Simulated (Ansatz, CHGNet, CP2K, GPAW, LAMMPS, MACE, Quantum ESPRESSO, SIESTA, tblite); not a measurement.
**Codes compared on liquid (Rb,Cs)Cl at 1000 K (84 atoms)**

Wanted: errors and costs of other methods on liquid (Rb,Cs)Cl at 1000 K (84 atoms). A plane-wave run serves as the reference.

Calculated with Quantum ESPRESSO 7.5; Kohn-Sham DFT, PBE, SSSP efficiency 1.3.0 pseudopotentials, plane waves.

### Step 1. Set-up

The cell holds 84 atoms: 25 Rb, 17 Cs and 42 Cl. Its edges and angles: a = 15.586 Å, b = 15.586 Å, c = 15.586 Å, α = 90.0°, β = 90.0°, γ = 90.0°. 84 atoms (25 Rb, 17 Cs, 42 Cl) placed at random at 2.58 g/cm³, melted at 1800 K for 10 ps at fixed volume with the Lennard-Jones and Coulomb ion parameters for SPC/E (Joung and Cheatham, J. Phys. Chem. B 112, 9020 (2008)), full charges. Snapshot at the end of a hold of 20 ps at 1000 K and fixed volume.

### Step 2. Plane-wave reference

pw.in reads:

```
&control
  calculation = 'scf'
  pseudo_dir = './pseudo'
  outdir = './tmp'
  disk_io = 'none'
  tprnfor = .true.
  tstress = .true.
/
&system
  ibrav = 0
  nat = 84
  ntyp = 3
  ecutwfc = 45
  ecutrho = 360
  nosym = .true.
  occupations = 'smearing'
  smearing = 'fd'
  degauss = 0.003675
/
&electrons
  conv_thr = 4.2e-07
  electron_maxstep = 100
  mixing_beta = 0.4
  mixing_mode = 'plain'
  diagonalization = 'david'
/
ATOMIC_SPECIES
Rb 85.468 Rb.upf
Cs 132.905 Cs.upf
Cl 35.450 Cl.upf
CELL_PARAMETERS angstrom
15.58600 0.00000 0.00000
0.00000 15.58600 0.00000
0.00000 0.00000 15.58600
ATOMIC_POSITIONS crystal
Rb 0.57887 0.23343 0.38236
Rb 0.93059 0.61764 0.25504
Rb 0.50103 0.93524 0.12049
Rb 0.45649 0.50489 0.57218
Rb 0.96650 0.82356 0.44985
Rb 0.15616 0.89603 0.63770
Rb 0.52772 0.75546 0.73115
Rb 0.34593 0.96080 0.88550
Rb 0.65118 0.15228 0.04857
Rb 0.99878 0.25300 0.10929
Rb 0.58603 0.46143 0.81516
Rb 0.77601 0.94316 0.58715
[... 68 atom lines left out ...]
Cl 0.27680 0.89660 0.46903
Cl 0.32165 0.26692 0.35237
Cl 0.03812 0.72448 0.63035
Cl 0.08923 0.53114 0.34515
K_POINTS gamma
```

Run with:

```console
$ OMP_NUM_THREADS=1 mpirun -np 4 pw.x -in pw.in > output.txt
```

Output:

```text
Program PWSCF
     gamma-point specific algorithms are used
     one sub-group per band group will be used
     scalapack distributed-memory algorithm (size of sub-group:  2*  2 procs)
     Parallelization info
     sticks:   dense  smooth     PW     G-vecs:    dense   smooth      PW
     Min        6203    3099    779               736783   260475   32545
     Max        6206    3102    782               736798   260490   32550
     Sum       24817   12401   3125              2947153  1041925  130195
     bravais-lattice index     =            0
     lattice parameter (alat)  =      29.4533  a.u.
     unit-cell volume          =   25550.5714 (a.u.)^3
     number of atoms/cell      =           84
     number of atomic types    =            3
     number of electrons       =       672.00
[... lines left out ...]
     scf convergence threshold =      4.2E-07
[... lines left out ...]
     number of k points=     1  Fermi-Dirac smearing, width (Ry)=  0.0037
[... lines left out ...]
     total energy              =   -3703.61246141 Ry
[... lines left out ...]
     total energy              =   -3704.40978970 Ry
[... lines left out ...]
     total energy              =   -3704.46345724 Ry
[... lines left out ...]
     total energy              =   -3704.47356301 Ry
[... lines left out ...]
     total energy              =   -3704.47356716 Ry
[... lines left out ...]
   -24.5764 -24.5705 -24.5561 -24.4763 -24.4677 -24.4464 -24.4140 -24.3998
   -24.3736 -24.2973 -24.2209 -24.1844 -24.0642 -23.9233 -23.8935 -23.8661
[...]
7.0507   7.0636   7.0757   7.0877   7.1019   7.1382   7.1627   7.1669
     7.2056   7.2367   7.2491   7.2841   7.3070   7.3279   7.3443   7.3576
     7.3665   7.3979   7.3988
     the Fermi energy is     2.6711 ev
!    total energy              =   -3704.47356789 Ry
     estimated scf accuracy    <       0.00000007 Ry
     smearing contrib. (-TS)   =       0.00000000 Ry
     internal energy E=F+TS    =   -3704.47356789 Ry
     The total energy is F=E-TS. E is the sum of the following terms:
     one-electron contribution =   -1292.31155773 Ry
     hartree contribution      =     842.02389805 Ry
     xc contribution           =   -1101.52503364 Ry
     ewald contribution        =   -2152.66087457 Ry
     convergence has been achieved in   9 iterations
     negative rho (up, down):  6.115E-01 0.000E+00
     Forces acting on atoms (cartesian axes, Ry/au):
     atom    1 type  1   force =    -0.00548708   -0.01280432    0.00597396
     atom    2 type  1   force =    -0.00003669   -0.00028485   -0.00545795
     atom    3 type  1   force =    -0.01249520    0.00030287   -0.00470184
[...]
atom   83 type  3   force =    -0.00144353   -0.00335039   -0.00709487
     atom   84 type  3   force =    -0.00748218    0.00735901    0.00816392
     Total force =     0.199143     Total SCF correction =     0.000261
     Computing stress (Cartesian axis) and pressure
     negative rho (up, down):  6.115E-01 0.000E+00
          total   stress  (Ry/bohr**3)                   (kbar)     P=        7.52
   0.00004606  -0.00000149   0.00000443            6.78       -0.22        0.65
  -0.00000149   0.00006031   0.00000998           -0.22        8.87        1.47
   0.00000443   0.00000998   0.00004709            0.65        1.47        6.93
     Message from routine punch:
     Nothing written, as per user request (disk_io='none')
```

It took 6.6 min on 4 MPI ranks of Arm Neoverse V2, shared host; peak memory 9.5 GiB.

Banners, paths, timers and routine set-up lines are dropped from the logs unmarked, and long logs keep their key lines alone; longer cuts are marked.

Numbers from this run:

- r.m.s. force component: 0.3225 eV/Å
- longest force: 1.654 eV/Å
- pressure: 0.7527 GPa
- gap (highest filled to lowest empty level): 3.754 eV

### Step 3. Local order

g(r), total and by pair (bins of 0.2 Å):

```
r (Å)  total  Cl-Cl  Cl-Rb  Cl-Cs  Rb-Rb  Rb-Cs  Cs-Cs
 2.80   0.15   0.00   0.52   0.00   0.00   0.00   0.00
 3.00   1.36   0.00   3.14   2.10   0.00   0.00   0.00
 3.20   2.33   0.00   4.19   5.15   0.48   0.00   0.00
 3.40   1.47   0.14   2.54   3.15   0.00   0.30   0.00
 3.60   1.48   0.13   2.58   3.06   0.74   0.00   0.00
 3.80   0.94   0.46   1.19   1.60   0.35   0.47   1.44
 4.00   0.88   0.84   1.25   0.81   0.91   0.45   0.00
 4.20   0.97   1.53   0.58   0.48   0.83   1.20   2.42
 4.40   1.25   1.85   0.52   0.33   2.51   2.38   1.58
 4.60   0.89   1.77   0.41   0.30   0.68   1.51   0.51
 4.80   1.14   1.71   0.31   0.27   2.30   1.83   3.58
 5.00   0.83   1.43   0.46   0.34   1.53   0.56   1.65
 5.20   0.80   1.27   0.37   0.63   0.72   1.20   0.78
 5.40   1.17   1.69   0.53   0.66   2.15   1.71   1.43
 5.60   0.82   0.98   0.59   0.40   1.39   1.47   0.32
 5.80   0.86   0.97   0.89   0.31   0.72   1.47   1.24
 6.00   0.88   1.42   0.56   0.58   1.06   0.79   1.15
 6.20   0.91   0.79   0.59   0.98   1.25   1.74   0.54
 6.40   1.05   0.96   1.19   1.23   0.95   0.86   0.50
 6.60   1.19   0.78   1.49   1.21   0.89   1.38   1.45
 6.80   1.17   0.74   1.40   1.55   1.26   0.92   0.67
 7.00   1.14   0.83   1.55   1.35   0.49   0.87   1.06
 7.20   1.06   0.82   1.63   1.22   0.46   0.68   0.00
 7.40   1.02   0.66   1.33   1.65   0.18   0.71   0.57
 7.60   0.94   0.68   1.27   1.39   0.41   0.49   0.37
```

### Step 4. The ladder

The programs:
- CHGNet: machine-learned potential, published weights.
- CP2K 2026.2: Gaussian basis with GTH pseudopotentials and a plane-wave density; labels give functional, basis (MOLOPT sets; SR short-range, UZH the newer set with its own potentials), grid cutoff/relative cutoff and solver (OT: orbital transformation; TRS4, TC2, SIGN: linear-scaling purification with its sparsity filter), or its built-in tight binding.
- GPAW 26.7.0: PAW with atomic orbitals (LCAO), plane waves or a real-space grid of spacing h.
- MACE: machine-learned potential, published weights.
- SIESTA 5.4.2: numerical atomic orbitals, whose automatically made sets are far from complete, with PseudoDojo norm-conserving potentials that we converted to its format (checked against plane waves on the same files for H, C, O, Si, Ge and Ca alone); labels give functional, basis size, energy shift and mesh cutoff.
- tblite 0.8.0: extended tight binding, driven from Python.

All use the same cell and atoms; the electronic-structure runs use the same k-mesh, and an electronic temperature of 580 K (0.05 eV) where levels are smeared.

Differences are against the plane-wave reference, forces as r.m.s. over components; share is that over the reference's r.m.s. force, slope the least-squares factor from reference forces to these. Total energies of different programs have different zeros and aren't compared.

```
                                                                      run  Δ force, r.m.s. (meV/Å)  share (%)  slope  Δ pressure (GPa)  Δ gap (eV)  cores  CPU time  memory (GiB)
                                                                reference                        -          -      -                 -           -      4    26 min           9.5
                                                   CHGNet 0.3.0 potential                     55.0       17.1  0.970            -0.111           -      1     2.8 s          0.48
                                                  CHGNet r2SCAN potential                     89.6       27.8  0.773            -0.612           -      1     2.8 s          0.49
                                                   CP2K GFN1-xTB, OT DIIS                      847        263  1.326             -17.7           -      1       5 s          0.48
                      CP2K PBE, DZVP-MOLOPT-SR, 244/50 Ry, OT CG (coarse)                     39.7       12.3  1.116             0.157     -0.0907      2    10 min           1.6
                               CP2K PBE, DZVP-MOLOPT-SR, 350/50 Ry, OT CG                     39.7       12.3  1.116             0.156     -0.0905      2    14 min           2.3
                       CP2K PBE, SZV-MOLOPT-SR, 350/50 Ry, OT CG (coarse)                      228       70.7  1.660              1.28       -1.91      1   7.7 min           2.0
                 CP2K PBE, TZV2P-MOLOPT (SR for Rb, Cs), 350/50 Ry, OT CG                     28.6       8.88  1.077             0.187     -0.0357      4    17 min           5.6
                                              GPAW LDA, LCAO dzp, h 0.2 Å                     66.6       20.6  0.972                 -       -0.46      1   9.7 min           3.5
                                              GPAW PBE, LCAO dzp, h 0.2 Å                     80.9       25.1  1.170                 -      -0.155      1    11 min           3.5
                                    GPAW PBE, LCAO dzp, h 0.28 Å (coarse)                      124       38.6  1.153                 -      -0.151      1   4.4 min           1.6
                                GPAW PBE, LCAO szp(dzp), h 0.2 Å (coarse)                      107       33.3  1.193                 -      -0.417      1   6.1 min           3.2
                                             GPAW PBE, plane waves 550 eV                     9.85       3.05  1.024            0.0067     -0.0045      4    14 min           4.3
                                             MACE MP-0b3 medium potential                     37.3       11.6  1.033            -0.436           -      1     6.4 s          0.72
                      SIESTA PBE, DZ, shift 0.01 Ry, mesh 300 Ry (coarse)                     88.0       27.3  1.209             -1.46       -1.03      1   1.8 min           1.3
                              SIESTA PBE, DZP, shift 0.01 Ry, mesh 300 Ry                      110       34.2  1.276            -0.144      -0.638      2   4.1 min           2.5
                      SIESTA PBE, SZ, shift 0.02 Ry, mesh 300 Ry (coarse)                     95.0       29.5  1.151             -2.47       -2.52      1      94 s           1.1
SIESTA PBE, SZ, shift 0.02 Ry, mesh 300 Ry, orbital minimisation (coarse)                     95.0       29.5  1.151             -2.47           -      1   2.1 min           1.1
                     SIESTA PBE, SZP, shift 0.01 Ry, mesh 300 Ry (coarse)                      165       51.1  1.414             0.122      -0.948      1   3.6 min           2.0
                                                         tblite IPEA1-xTB                      729        226  1.482             -2.60           -      1     2.6 s           0.2
```

Rows marked coarse were listed beforehand as settings not expected to be converged; some can still land near the reference.

Times of the machine-learned potentials are mostly Python's start and the loading of weights.

CPU time is summed over cores on a shared host, where runs went side by side, so it is rough. Symmetry, cutoffs, thresholds, outputs and thread counts weren't matched or tuned between programs; memory under MPI is the largest rank's times the ranks.

Runs without a result: tblite GFN2-xTB (not converged); SIESTA PBE, SZ, shift 0.02 Ry, mesh 300 Ry, order-N, radius 3.5 Å, eta -2.2 eV (stopped at the start: stopping program Stopping Program from Node:    1); SIESTA PBE, SZ, shift 0.02 Ry, mesh 300 Ry, order-N, radius 4.5 Å, eta -2.2 eV (stopped at the start: stopping program Stopping Program from Node:    0).

Mean charges by element (e), by run and scheme:

```
                                                     run     scheme     Rb     Cs     Cl
                                  CP2K GFN1-xTB, OT DIIS   Mulliken  +1.04  +1.15  -1.08
              CP2K PBE, DZVP-MOLOPT-SR, 244/50 Ry, OT CG   Mulliken  +0.50  +0.73  -0.60
              CP2K PBE, DZVP-MOLOPT-SR, 350/50 Ry, OT CG   Mulliken  +0.50  +0.73  -0.60
CP2K PBE, TZV2P-MOLOPT (SR for Rb, Cs), 350/50 Ry, OT CG   Mulliken  +0.77  +0.93  -0.84
             SIESTA PBE, DZP, shift 0.01 Ry, mesh 300 Ry  Hirshfeld  +0.35  +0.35  -0.35
                                        tblite IPEA1-xTB   Mulliken  +0.45  +0.56  -0.49
```

Within one program, basis, potentials and functional, energies share a zero. Each run against its twin at the usual cutoff or grid and solver:

```
                                                             run                              twin  Δ energy (meV/atom)  Δ force, r.m.s. (meV/Å)  CPU time over the twin's
                      CP2K PBE, DZVP-MOLOPT-SR, 244/50 Ry, OT CG  DZVP-MOLOPT-SR, 350/50 Ry, OT CG              -0.0694                     3.27                      0.73
                                    GPAW PBE, LCAO dzp, h 0.28 Å                 LCAO dzp, h 0.2 Å                  195                     91.6                      0.41
SIESTA PBE, SZ, shift 0.02 Ry, mesh 300 Ry, orbital minimisation    SZ, shift 0.02 Ry, mesh 300 Ry                    0                    0.022                       1.4
```

### Step 5. Results

```
reference r.m.s. force component                       : 0.323 eV/Å
nearest in forces                                      : GPAW PBE, plane waves 550 eV, 3.1 %
farthest in forces                                     : CP2K GFN1-xTB, OT DIIS, 263 %
cheapest electronic-structure run beside the reference : tblite IPEA1-xTB, 2.6 s of CPU time
```

**Reading.** PBE on plane waves or a grid with other potentials, cutoffs or grids, coarse settings apart, differs from the reference by 3.1 % (GPAW PBE, plane waves 550 eV) of the r.m.s. force; this holds the reference's own error, so differences of a few per cent don't tell which side is nearer the exact PBE result. The PBE runs in local orbitals, coarse settings apart, differ by 8.9 % (CP2K PBE, TZV2P-MOLOPT (SR for Rb, Cs), 350/50 Ry, OT CG) to 34 % (SIESTA PBE, DZP, shift 0.01 Ry, mesh 300 Ry); basis, grid and potentials can all enter. Tight binding differs by 226 % (tblite IPEA1-xTB) to 263 % (CP2K GFN1-xTB, OT DIIS); it is another model, with fitted parameters of its own, and the xTB methods hold dispersion. Machine-learned potentials differ by 12 % (MACE MP-0b3 medium potential) to 28 % (CHGNet r2SCAN potential); they were trained on other programs' data, some at another functional. Rows with another functional or a dispersion term differ by 21 % (GPAW LDA, LCAO dzp, h 0.2 Å), which mixes the change of model with differences of basis and potentials. IPEA1-xTB was fitted to ionisation energies and electron affinities, not to forces or charges. Runs with settings chosen to be coarse differ by 12 % (CP2K PBE, DZVP-MOLOPT-SR, 244/50 Ry, OT CG) to 71 % (CP2K PBE, SZV-MOLOPT-SR, 350/50 Ry, OT CG), their programs' other errors included. Of the electronic-structure runs that take under half the reference's CPU time, CP2K PBE, DZVP-MOLOPT-SR, 244/50 Ry, OT CG comes nearest, at 12 % in 10 min against 26 min. CP2K PBE, SZV-MOLOPT-SR, 350/50 Ry, OT CG stiffens the forces by a factor of 1.66 while following their directions (correlation 0.989). At the same functional, gaps differ from the reference's 3.75 eV by between -2.52 and -0.00 eV. In pressure, SIESTA PBE, SZ, shift 0.02 Ry, mesh 300 Ry misses by -2.5 GPa, at the same functional. Charges hang on model, scheme and program or settings: among these rows the mean for Cs runs from +0.35 to +1.15 e. In the reference: filled and empty levels are parted by 3.75 eV (on the run's k-points); a semilocal functional tends to put such gaps too low. In a disordered cell it changes from sample to sample and from frame to frame. Periodic xTB results under one method name differ between programs and library versions. The reference's pressure holds the uncorrected Pulay stress of its 45 Ry basis, so small pressure differences, and their order, may be the reference's own error. The frame stands for 1000 K, but pressures are static and levels are smeared at 580 K. The network of bonds at the start is that of the classical potential that made the cell, and needn't be the one that DFT or experiment would give. The ion parameters were fitted for water, not for melts, so the starting structure of this cell may lie well off the real melt's. The electronic-structure runs sample only Γ, in a cell whose shortest periodic width is 16 Å. Spin–orbit coupling is left out, which matters for the levels of the heavy elements.

[Also dropped from logs without a mark: logging warnings of Python, and SIESTA's first energy breakdown and zero terms.]

[Logs are printed without paths, hosts, clocks, repeated set-up lines and the standing remarks that a program may print on its own settings, such as how far it seeks lower states.]

[Hosts, paths, dates, database ids (printed as entryN), source tags and the programs' standing remarks are cut or masked in the printed files.]
